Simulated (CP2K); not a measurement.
Two runs for the C K edge of 2-fluorocarbonylthiazole. Run A: CP2K XAS_TDP, all-electron GAPW, PBEh(45%), aug-cc-pVDZ, TDA, no relativity. Run B differs in one setting.

First lines with a strength over 0.0015. A:

```tsv
atom	energy (eV)	states	strength, one atom
C2 (bonded to C, F and O)	283.66	1	0.0649
	288.37	1	0.0172
	288.60	1	0.0341
	289.82	1	0.0015
	290.25	1	0.0103
C4 (bonded to C, N and S)	282.05	1	0.0363
	285.17	1	0.0409
	285.93	1	0.0187
	286.78	1	0.0051
	287.10	1	0.0029
C6 (bonded to C, N and H)	282.32	1	0.0418
	283.00	1	0.0164
	285.52	1	0.0130
	285.70	1	0.0072
	286.58	1	0.0045
C7 (bonded to C, S and H)	281.43	1	0.0479
	284.63	1	0.0318
	284.80	1	0.0055
	285.52	1	0.0157
	286.42	1	0.0049
```

B:

```tsv
atom	energy (eV)	states	strength, one atom
C2 (bonded to C, F and O)	290.27	1	0.0634
	294.97	1	0.0168
	295.21	1	0.0333
	296.86	1	0.0100
	296.88	1	0.0023
C4 (bonded to C, N and S)	286.96	1	0.0357
	290.08	1	0.0402
	290.84	1	0.0184
	291.70	1	0.0050
	292.01	1	0.0028
C6 (bonded to C, N and H)	287.90	1	0.0410
	288.58	1	0.0161
	291.10	1	0.0128
	291.28	1	0.0070
	292.15	1	0.0044
C7 (bonded to C, S and H)	286.57	1	0.0471
	289.76	1	0.0312
	289.94	1	0.0054
	290.66	1	0.0155
	291.55	1	0.0048
```

Question: Which was it: scalar relativity switched on, the basis, the functional, GW2X switched on?

GW2X switched on. GW2X shifts an atom's lines together and keeps their spacings. Against PBEh(45%) in aug-cc-pVDZ, the leading lines move by +6.61 eV (C2, to 290.27), +4.91 eV (C4, to 286.96), +5.58 eV (C6, to 287.90) and +5.14 eV (C7, to 286.57).

[Banner, clock and machine lines of the logs are left out without a mark of their own.]

[Logs are printed without paths, hosts, clocks, repeated set-up lines and the standing remarks that a program may print on its own settings, such as how far it seeks lower states.]

[Hosts, paths, dates, database ids (printed as entryN), source tags and the programs' standing remarks are cut or masked in the printed files.]
